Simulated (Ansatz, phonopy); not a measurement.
# KCl (Sylvite, Fm-3m): thermal expansion from first principles, part 3 of 5

How much does KCl (Sylvite) expand with temperature?

Experimental results on record:
- volume expansion coefficient 111.3 1e-6/K and heat capacity C_P per formula unit 51.7 J/mol/K near room temperature (given in “High-Throughput Prediction of Finite-Temperature Properties using the Quasi-Harmonic Approximation”, 2016, arXiv:1603.06924)
- volume expansion coefficient 114.9 1e-6/K near room temperature (given in “Descriptors for thermal expansion in solids”, 2017, arXiv:1701.03966)

Ansatz 0.2.0; DFT LDA, scalar-relativistic, plane waves, PAW.

So far. Step 2 (Probe on a coarse mesh): The start is under -2.0 GPa at this level and looks like an insulator or semiconductor on this mesh. Step 5 (Relaxing to small residual forces and stress): The residual pressure is -0.0094 GPa, small enough for phonons.

**6. The quasi-harmonic study, cutoff 487.2 eV, k-mesh 8×8×8**

Thermal expansion follows from how the free energy of the vibrations (and of the electrons in a metal) changes with strain, so the program makes strained cells, their phonons and a fit in one run.

The input, input.yaml:

```yaml
crystal:
  lattice:
    - [0.0, 3.0385007311, 3.0385007311]
    - [3.0385007311, 0.0, 3.0385007311]
    - [3.0385007311, 3.0385007311, 0.0]
  atoms:
    - { symbol: K, position: [0.0, 0.0, 0.0] }
    - { symbol: Cl, position: [0.5, 0.5, 0.5] }
kpoints:
  mp_grid: { grid: [8, 8, 8] }
hamiltonian:
  xc: lda
scf:
  occupations: { method: fixed }
output:
  eigenvalues: true
phonons:
  method: dfpt
  qmesh: [2, 2, 2]
  temperatures: { t_max: 800.0, t_step: 50 }
  thermal_expansion: {}
```

Command:

```
> ansatz run input.yaml --threads 4 --pin off --max-ram 16384MiB --backend cpu --events-out ev --progress --plain --runs-dir out
```

Numbers of over 12 decimals in the logs are rounded to 6 here.

Output:

```text
[...]
Crystal: 2 atoms, lattice volume = 56.106 Å³
Basis set: ecut = 487.2 eV, 1363 PW (Γ), exchange–correlation on 64×64×64 points (8 copies of the dense FFT grid, shifted against one another)
Bands: 12, of which v1, the nominal top of the filled ones, is band 8 counted from 1 (7 counted from 0)
Symmetry: 48 space group operations
[...]
k-points: 29 of 512
[...]
SCF iter   1: F=—  HF=-2544.300690 eV  |F-HF|=—  |Δ(HF+E_count)|=         —  Δρ=6.68e-3  dr2=2.43e-2  ethr=1.77e-3  ⟨swp⟩=4.9  Hψ=1889  notcnv=0  defer=55
[...]
SCF iter   7: F=-2544.292119 eV  HF=-2544.292119 eV  |F-HF|=9.09e-13  |Δ(HF+E_count)|=  1.17e-10  Δρ=1.33e-7  dr2=3.93e-12  ethr=1.00e-12  ⟨swp⟩=6.7  Hψ=1873  notcnv=0
SCF 1 converged in 7 iterations: F = -2544.292119 eV  dr2 = 3.93e-12
[...]
relax step   1: F+E_penalty+E_count = -2544.29211882 eV  Δ(F+E_penalty+E_count) = +0.000e0 eV  max|allowed force component| = 5.555e-30 eV/Å  Δτ_max = 0.0000 Å  (7 SCF iters, accepted)
SCF converged after 7 iterations
Free energy (F): -2544.292119 eV
[...]
Internal energy: -2544.292119 eV  (E = F + TS)
E sigma→0 (E₀):  -2544.292119 eV
Fermi energy:    1.340245 eV
[...]
--- Stress (GPa, compression-positive) ---
       -0.009386      -0.000000      -0.000000
        0.000000      -0.009386      -0.000000
        0.000000       0.000000      -0.009386
  P = ⅓ Tr σ = -0.0094 GPa (-0.094 kbar)
--- Band table (eV; the first three rows and the last of 29) ---
  k-point 0: bands = [... 4 lower, -8.9728, 1.3402, 1.3402, 1.3402, 6.4507, 9.4389, 9.4389, 9.4389]
  k-point 1: bands = [... 4 lower, -8.9219, 1.0927, 1.2697, 1.2697, 6.8791, 9.3158, 9.6581, 9.6581]
  k-point 2: bands = [... 4 lower, -8.8056, 0.5883, 1.1076, 1.1076, 7.8266, 9.2751, 10.2810, 10.2810]
  k-point 28: bands = [... 4 lower, -8.8526, 0.7086, 0.7827, 0.7827, 9.1541, 9.1541, 10.9023, 11.3846]
── thermal expansion: 3 new cells, 3 in all ──
thermal expansion: relaxation of cell 2
thermal expansion: relaxation of cell 3
── thermal expansion: 2 new cells, 5 in all ──
thermal expansion: relaxation of cell 4
thermal expansion: lower-state search of cell 4
thermal expansion: phonons of cell 4
thermal expansion: relaxation of cell 5
thermal expansion: phonons of cell 5
── thermal expansion: 8 new cells, 13 in all ──
thermal expansion: relaxation of cell 6
thermal expansion: relaxation of cell 7
thermal expansion: relaxation of cell 8
thermal expansion: relaxation of cell 9
thermal expansion: relaxation of cell 10
thermal expansion: relaxation of cell 11
thermal expansion: relaxation of cell 12
thermal expansion: relaxation of cell 13
thermal expansion: phonons of cell 6
thermal expansion: phonons of cell 7
thermal expansion: phonons of cell 8
thermal expansion: phonons of cell 9
thermal expansion: phonons of cell 10
--- Relaxed structure (1 steps of the walk, 1 accepted, 0 SCFs on fresh bases) ---
  F+E_penalty+E_count = -2544.29211882 eV   max|allowed force component| = 5.555e-30 eV/Å
  atoms:
    - { symbol: K, position: [0.0, 0.0, 0.0] }
    - { symbol: Cl, position: [0.5, 0.5, 0.5] }
--- Thermal expansion: 13 cells in 3 rounds, 0 GPa ---
  no lower state was reached at cell 4
  without vibrations: a 4.29654, b 4.29654, c 4.29654 Å, V 56.0843 Å³, B 24.26 GPa
  at 0 K: a 4.31033, b 4.31033, c 4.31033 Å, V 56.6261 Å³, B 23.47 GPa
  zero-point expansion: a +0.321, b +0.321, c +0.321, V +0.966 %
      T/K        a/Å        b/Å        c/Å       V/Å³ | expansion of a, b, c, V (1e-6/K)   | that of V in the mean from 25 °C | C_P, C_V (J/mol K of the cell) | B_T, B_S (GPa)
     0.00    4.31033    4.31033    4.31033    56.6261 |    0.00    0.00    0.00    0.00 |   72.22 |     0.000     0.000 |    23.47    23.47
   100.00    4.31473    4.31473    4.31473    56.7998 |   23.45   23.45   23.45   70.34 |   93.51 |    38.453    38.067 |    22.83    23.06
   200.00    4.32712    4.32712    4.32712    57.2903 |   32.15   32.15   32.15   96.44 |  102.44 |    47.924    46.542 |    21.54    22.18
   298.15    4.34172    4.34172    4.34172    57.8722 |   36.31   36.31   36.31  108.93 |       - |    50.878    48.391 |    20.17    21.21
   350.00    4.35013    4.35013    4.35013    58.2090 |   38.32   38.32   38.32  114.96 |  112.26 |    51.965    48.817 |    19.41    20.67
   450.00    4.36772    4.36772    4.36772    58.9183 |   42.53   42.53   42.53  127.59 |  119.04 |    53.910    49.263 |    17.88    19.57
   550.00    4.38744    4.38744    4.38744    59.7197 |   47.77   47.77   47.77  143.31 |  126.76 |    56.076    49.487 |    16.22    18.38
   650.00    4.40993    4.40993    4.40993    60.6431 |   54.96   54.96   54.96  164.88 |  136.08 |    58.888    49.616 |    14.37    17.05
   750.00    4.43648    4.43648    4.43648    61.7450 |   65.99   65.99   65.99  197.97 |  148.10 |    63.080    49.696 |    12.24    15.54
   800.00    4.45202    4.45202    4.45202    62.3961 |   74.33   74.33   74.33  222.98 |  155.76 |    66.205    49.725 |    11.03    14.68
  the static fit leaves 0.000 meV an atom of the energies and, of the stresses, 0.000 GPa of each cell's largest along a strain (root mean squares over the cells), whose Pulay part it has at -0.003 GPa
  vibrations' free energy: its fit leaves 0.0002 meV an atom at the most
  the electrons' free energy at temperature is not in it: every band gap is over 0.83 eV
  free energies summed between the sampled wave vectors
  estimated error of the fitted expansion in any direction: up to 0.394e-6/K, at 800 K (an estimate, not a bound: it was exceeded on models of known expansion)
  by sums over the sampled wave vectors an expansion of the volume parts by up to 9.38e-6/K
  by a static energy of one degree less an expansion of the volume parts by up to 1.12e-6/K
  the FFT grids of the static calculations differ: 32 × 32 × 32, 36 × 36 × 36
  band gaps on the cells' k-points are 4.620 to 5.226 eV
```

Wall time 2.3 min (4 threads of Arm Neoverse V2, shared host); peak memory 0.62 GiB; 8.4 min of CPU time.

Numbers from this step:

```
pressure                                         : -0.009386 GPa
volume expansion coefficient at 298 K            : 108.9 1e-6/K
C_P at 298 K                                     : 25.44 J/mol-atom/K
entropy at 298 K                                 : 40.34 J/mol-atom/K
isothermal bulk modulus at 298 K                 : 20.17 GPa
Grüneisen parameter at 298 K                     : 1.582
volume at 298 K                                  : 28.94 Å³/atom
principal linear expansion coefficients at 298 K : 36.31, 36.31, 36.31 1e-6/K
```

Strained cells of the study; zero-point energy where phonons were solved; the pressures are stresses at a fixed cutoff and can carry an offset from the finite basis. Expansion cells, by row:

| cell | \|a\| (Å) | \|b\| (Å) | \|c\| (Å) | V (Å³/atom) | E - E_lowest (meV/atom) | pressure, compression positive (GPa) | gap (eV) | zero-point energy (meV/atom) |
| --- | --- | --- | --- | --- | --- | --- | --- | --- |
| 1 | 4.297 | 4.297 | 4.297 | 28.05 | 0 | -0.012 | 5.11 | - |
| 2 | 4.331 | 4.331 | 4.331 | 28.73 | 1.223 | -0.557 | 5.022 | - |
| 3 | 4.263 | 4.263 | 4.263 | 27.39 | 1.202 | 0.602 | 5.202 | - |
| 4 | 4.297 | 4.297 | 4.297 | 28.05 | 0 | -0.01 | 5.111 | 23.59 |
| 5 | 4.318 | 4.318 | 4.318 | 28.47 | 0.486 | -0.359 | 5.055 | 22.99 |
| 6 | 4.331 | 4.331 | 4.331 | 28.73 | 1.211 | -0.555 | 5.022 | 22.63 |
| 7 | 4.366 | 4.366 | 4.366 | 29.42 | 4.672 | -1.036 | 4.937 | 21.68 |
| 8 | 4.401 | 4.401 | 4.401 | 30.13 | 10.22 | -1.46 | 4.854 | 20.75 |
| 9 | 4.436 | 4.436 | 4.436 | 30.86 | 17.72 | -1.831 | 4.774 | 19.82 |
| 10 | 4.471 | 4.471 | 4.471 | 31.61 | 27 | -2.154 | 4.696 | 18.91 |
| 11 | 4.254 | 4.254 | 4.254 | 27.22 | 1.922 | 0.771 | 5.226 | - |
| 12 | 4.276 | 4.276 | 4.276 | 27.63 | 0.464 | 0.366 | 5.168 | - |
| 13 | 4.507 | 4.507 | 4.507 | 32.37 | 37.96 | -2.434 | 4.62 | - |

Quasi-harmonic; a, b, c are the run's own cell vectors. Expansion, by row:

| T (K) | a (Å) | b (Å) | c (Å) | alpha (deg) | beta (deg) | gamma (deg) | cell volume (Å³/cell) | alpha_a (1e-6/K) | alpha_b (1e-6/K) | alpha_c (1e-6/K) | alpha_V (1e-6/K) | C_P (J/mol-atom/K) | C_V (J/mol-atom/K) | S (J/mol-atom/K) | B_T (GPa) | B_S (GPa) | Grueneisen | extrapolation | fit error (1e-6/K) |
| --- | --- | --- | --- | --- | --- | --- | --- | --- | --- | --- | --- | --- | --- | --- | --- | --- | --- | --- | --- |
| 0 | 4.31 | 4.31 | 4.31 | 60 | 60 | 60 | 56.63 | 0 | 0 | 0 | 0 | 0 | 0 | 0 | 23.47 | 23.47 | - | 0 | 0 |
| 50 | 4.311 | 4.311 | 4.311 | 60 | 60 | 60 | 56.65 | 9.93 | 9.93 | 9.93 | 29.79 | 10.13 | 10.11 | 4.903 | 23.35 | 23.39 | 1.174 | 0 | 0 |
| 100 | 4.315 | 4.315 | 4.315 | 60 | 60 | 60 | 56.8 | 23.45 | 23.45 | 23.45 | 70.34 | 19.23 | 19.03 | 15.26 | 22.83 | 23.06 | 1.443 | 0 | 0.01 |
| 150 | 4.32 | 4.32 | 4.32 | 60 | 60 | 60 | 57.03 | 29.06 | 29.06 | 29.06 | 87.19 | 22.48 | 22.05 | 23.77 | 22.2 | 22.64 | 1.508 | 0 | 0.01 |
| 200 | 4.327 | 4.327 | 4.327 | 60 | 60 | 60 | 57.29 | 32.15 | 32.15 | 32.15 | 96.44 | 23.96 | 23.27 | 30.46 | 21.54 | 22.18 | 1.54 | 0 | 0.02 |
| 250 | 4.334 | 4.334 | 4.334 | 60 | 60 | 60 | 57.58 | 34.4 | 34.4 | 34.4 | 103.2 | 24.83 | 23.87 | 35.91 | 20.85 | 21.69 | 1.563 | 0 | 0.03 |
| 298.1 | 4.342 | 4.342 | 4.342 | 60 | 60 | 60 | 57.87 | 36.31 | 36.31 | 36.31 | 108.9 | 25.44 | 24.2 | 40.34 | 20.17 | 21.21 | 1.582 | 0 | 0.04 |
| 300 | 4.342 | 4.342 | 4.342 | 60 | 60 | 60 | 57.88 | 36.38 | 36.38 | 36.38 | 109.2 | 25.46 | 24.2 | 40.5 | 20.14 | 21.19 | 1.583 | 0 | 0.04 |
| 350 | 4.35 | 4.35 | 4.35 | 60 | 60 | 60 | 58.21 | 38.32 | 38.32 | 38.32 | 115 | 25.98 | 24.41 | 44.46 | 19.41 | 20.67 | 1.603 | 0 | 0.05 |
| 400 | 4.359 | 4.359 | 4.359 | 60 | 60 | 60 | 58.55 | 40.34 | 40.34 | 40.34 | 121 | 26.47 | 24.54 | 47.96 | 18.66 | 20.13 | 1.623 | 0 | 0.06 |
| 450 | 4.368 | 4.368 | 4.368 | 60 | 60 | 60 | 58.92 | 42.53 | 42.53 | 42.53 | 127.6 | 26.95 | 24.63 | 51.11 | 17.88 | 19.57 | 1.643 | 0 | 0.08 |
| 500 | 4.377 | 4.377 | 4.377 | 60 | 60 | 60 | 59.31 | 44.98 | 44.98 | 44.98 | 134.9 | 27.47 | 24.7 | 53.97 | 17.07 | 18.99 | 1.665 | 0 | 0.08 |
| 550 | 4.387 | 4.387 | 4.387 | 60 | 60 | 60 | 59.72 | 47.77 | 47.77 | 47.77 | 143.3 | 28.04 | 24.74 | 56.62 | 16.22 | 18.38 | 1.689 | 0 | 0.09 |
| 600 | 4.398 | 4.398 | 4.398 | 60 | 60 | 60 | 60.16 | 51.04 | 51.04 | 51.04 | 153.1 | 28.68 | 24.78 | 59.09 | 15.32 | 17.73 | 1.715 | 0 | 0.11 |
| 650 | 4.41 | 4.41 | 4.41 | 60 | 60 | 60 | 60.64 | 54.96 | 54.96 | 54.96 | 164.9 | 29.44 | 24.81 | 61.41 | 14.37 | 17.05 | 1.744 | 0 | 0.12 |
| 700 | 4.423 | 4.423 | 4.423 | 60 | 60 | 60 | 61.17 | 59.8 | 59.8 | 59.8 | 179.4 | 30.37 | 24.83 | 63.62 | 13.35 | 16.33 | 1.776 | 0 | 0.13 |
| 750 | 4.436 | 4.436 | 4.436 | 60 | 60 | 60 | 61.74 | 65.99 | 65.99 | 65.99 | 198 | 31.54 | 24.85 | 65.76 | 12.24 | 15.54 | 1.814 | 0 | 0.09 |
| 800 | 4.452 | 4.452 | 4.452 | 60 | 60 | 60 | 62.4 | 74.33 | 74.33 | 74.33 | 223 | 33.1 | 24.86 | 67.84 | 11.03 | 14.68 | 1.858 | 0 | 0.39 |

Table of expansion coefficient by temperature; values in 1e-6/K:

| temperature (K) | volume | principal 1 |
| --- | --- | --- |
| 0 | 0 | 0 |
| 50 | 29.8 | 9.93 |
| 100 | 70.3 | 23.4 |
| 150 | 87.2 | 29.1 |
| 200 | 96.4 | 32.1 |
| 250 | 103 | 34.4 |
| 298 | 109 | 36.3 |
| 300 | 109 | 36.4 |
| 350 | 115 | 38.3 |
| 400 | 121 | 40.3 |
| 450 | 128 | 42.5 |
| 500 | 135 | 45.0 |
| 550 | 143 | 47.8 |
| 600 | 153 | 51.0 |
| 650 | 165 | 55.0 |
| 700 | 179 | 59.8 |
| 750 | 198 | 66.0 |
| 800 | 223 | 74.3 |

At 298 K the volume expansion is 109 × 10⁻⁶/K and B_T is 20.2 GPa. The program raised the cutoff to 487.2 eV by itself: with no cutoff typed, the study takes about 1.16 times the default for its relaxations and scales it with the volume for the phonons.

**7. Free-energy fit**

This step: DFT LDA, scalar-relativistic, plane waves, PAW (phonopy 4.10.0).

Numbers from this step:

```yaml
volume_expansion_coefficient_at_300_k: 109.0 1e-6/K
isothermal_bulk_modulus_at_300_k: 20.14 GPa
c_p_at_300_k: 25.55 J/mol-atom/K
grueneisen_parameter_at_300_k: 1.581
```

Table of energy (each curve on its own zero) by volume; values in meV/atom:

| volume (Å³/atom) | static | F at 0 K | F at 300 K | F at 800 K |
| --- | --- | --- | --- | --- |
| 28.05 | 0 | 2.11 | 6.98 | 18.1 |
| 28.47 | 0.49 | 1.99 | 5.62 | 13.8 |
| 28.73 | 1.21 | 2.36 | 5.23 | 11.7 |
| 29.42 | 4.67 | 4.87 | 5.61 | 7.15 |
| 30.13 | 10.2 | 9.49 | 7.95 | 4.36 |
| 30.86 | 17.7 | 16.1 | 12.1 | 3.09 |
| 31.61 | 27.0 | 24.4 | 17.8 | 3.14 |

Phonopy-qha, vinet fit of F(V) at each temperature. Qha vinet, by row:

| T (K) | fitted volume (Å³/atom) | alpha_V (1e-6/K) | B_T (GPa) | C_P (J/mol-atom/K) | Grueneisen |
| --- | --- | --- | --- | --- | --- |
| 100 | 28.4 | 66.53 | 22.82 | 19.09 | 1.365 |
| 150 | 28.51 | 85.97 | 22.21 | 22.64 | 1.487 |
| 200 | 28.64 | 95.95 | 21.55 | 24.12 | 1.533 |
| 250 | 28.79 | 103 | 20.86 | 24.95 | 1.56 |
| 300 | 28.94 | 109 | 20.14 | 25.55 | 1.581 |
| 350 | 29.1 | 115 | 19.4 | 26.05 | 1.602 |
| 400 | 29.28 | 121.2 | 18.63 | 26.53 | 1.623 |
| 450 | 29.46 | 128 | 17.83 | 27.01 | 1.644 |
| 500 | 29.65 | 135.6 | 17.01 | 27.52 | 1.668 |
| 550 | 29.86 | 144.2 | 16.15 | 28.09 | 1.693 |
| 600 | 30.08 | 154.2 | 15.26 | 28.74 | 1.721 |
| 650 | 30.32 | 166 | 14.33 | 29.5 | 1.751 |
| 700 | 30.59 | 179.9 | 13.37 | 30.41 | 1.785 |
| 750 | 30.88 | 196.9 | 12.37 | 31.52 | 1.823 |

The volume expansion coefficient by temperature; values in 1e-6/K:

| temperature (K) | phonopy-qha, Vinet | Ansatz's own study |
| --- | --- | --- |
| 100 | 66.5 | 70.3 |
| 150 | 86.0 | 87.2 |
| 200 | 96.0 | 96.4 |
| 250 | 103 | 103 |
| 300 | 109 | 109 |
| 350 | 115 | 115 |
| 400 | 121 | 121 |
| 450 | 128 | 128 |
| 500 | 136 | 135 |
| 550 | 144 | 143 |
| 600 | 154 | 153 |
| 650 | 166 | 165 |
| 700 | 180 | 179 |
| 750 | 197 | 198 |

The fit gives a volume expansion of 109 × 10⁻⁶/K at 300 K, against 109 at 298 K from the study itself, whose static fit uses more cells.

(Part 3 of 5 ends here.)

[Logs are printed without paths, hosts, clocks, repeated set-up lines and the standing remarks that a program may print on its own settings, such as how far it seeks lower states.]

[Hosts, paths, dates, database ids (printed as entryN), source tags and the programs' standing remarks are cut or masked in the printed files.]

[A step with changed settings may run another functional than the one named; its input shows which.]
